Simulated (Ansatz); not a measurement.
In doubt: masses and optical values from hybrid runs of this build are listed as unsure, which bears on the screening that GW takes from such a start.

Rows from a G0W0 calculation on LiMgBN2 (I-4m2) (Ansatz 0.2.0; G0W0 on HSE06, plane waves, PAW; PAW set soft_1; 6×6×6 mesh, 147 empty bands, screening to 100 eV, PAW set soft_1 files), in eV. Spin-orbit coupling is left out.

```csv
row,k,band,start,Σx,Σc at the solution,Vxc
A,Γ,v1,0.810,-19.823,2.671,-16.480
B,"(-0.500, -0.500, -0.500)",c1,6.915,-4.658,-2.973,-8.076
C,"(-0.500, -0.500, -0.500)",c2,9.966,-5.937,-3.517,-10.129
D,Γ,c1,5.997,-5.015,-2.988,-8.448
E,Γ,c2,9.617,-3.651,-3.404,-7.576
F,"(-0.500, -0.500, -0.500)",v1,2.280,-20.693,2.411,-17.756
```

Question: Work out each quasiparticle level and how far it moved.

The quasiparticle equation reads E = start + Σx + Σc(E) − Vxc.

```
row  E (eV)  shift (eV)
  A   0.137      −0.672
  B   7.361      +0.445
  C  10.640      +0.675
  D   6.443      +0.445
  E  10.139      +0.522
  F   1.754      −0.526
```

Limits: not at the basis limit.

[Paths, hosts, dates, memory and timing lines, banners, echoed tables and standing remarks are left out of the program output.]

[Logs are printed without paths, hosts, clocks, repeated set-up lines and the standing remarks that a program may print on its own settings, such as how far it seeks lower states.]

[Runs of the session that timed out or met a known fault of the program may be left out.]

[Cells called generated may have been cut or substituted from an entry of the Crystallography Open Database or the Materials Project.]

[Hosts, paths, dates, database ids (printed as entryN), source tags and the programs' standing remarks are cut or masked in the printed files.]
